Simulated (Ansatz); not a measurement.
Rows from a G0W0 calculation on SiSO (1T monolayer (Janus)) (Ansatz 0.2.0; G0W0 on PBEsol, plane waves, PAW; PAW set soft_1; 9×9×1 mesh, 192 empty bands, screening to 54 eV, PAW set soft_1 files), in eV. Spin-orbit coupling is left out.

```csv
row,k,band,start,Σx,Σc at the solution,Vxc
A,Γ,c1,-4.199,-9.502,-3.437,-14.119
B,Γ,v1,-5.386,-18.935,1.711,-16.680
C,Γ,c2,-0.553,-1.228,-1.353,-2.780
```

**Question.** Give the quasiparticle energies and the shift of each level.

The quasiparticle equation reads E = start + Σx + Σc(E) − Vxc.

```csv
row,E (eV),shift (eV)
A,-3.020,+1.180
B,-5.930,−0.544
C,-0.354,+0.199
```

Limits: not at the basis limit; coarse mesh for a sheet.

[Paths, hosts, dates, memory and timing lines, banners, echoed tables and standing remarks are left out of the program output.]

[Logs are printed without paths, hosts, clocks, repeated set-up lines and the standing remarks that a program may print on its own settings, such as how far it seeks lower states.]

[Runs of the session that timed out or met a known fault of the program may be left out.]

[Cells called generated may have been cut or substituted from an entry of the Crystallography Open Database or the Materials Project.]

[Hosts, paths, dates, database ids (printed as entryN), source tags and the programs' standing remarks are cut or masked in the printed files.]
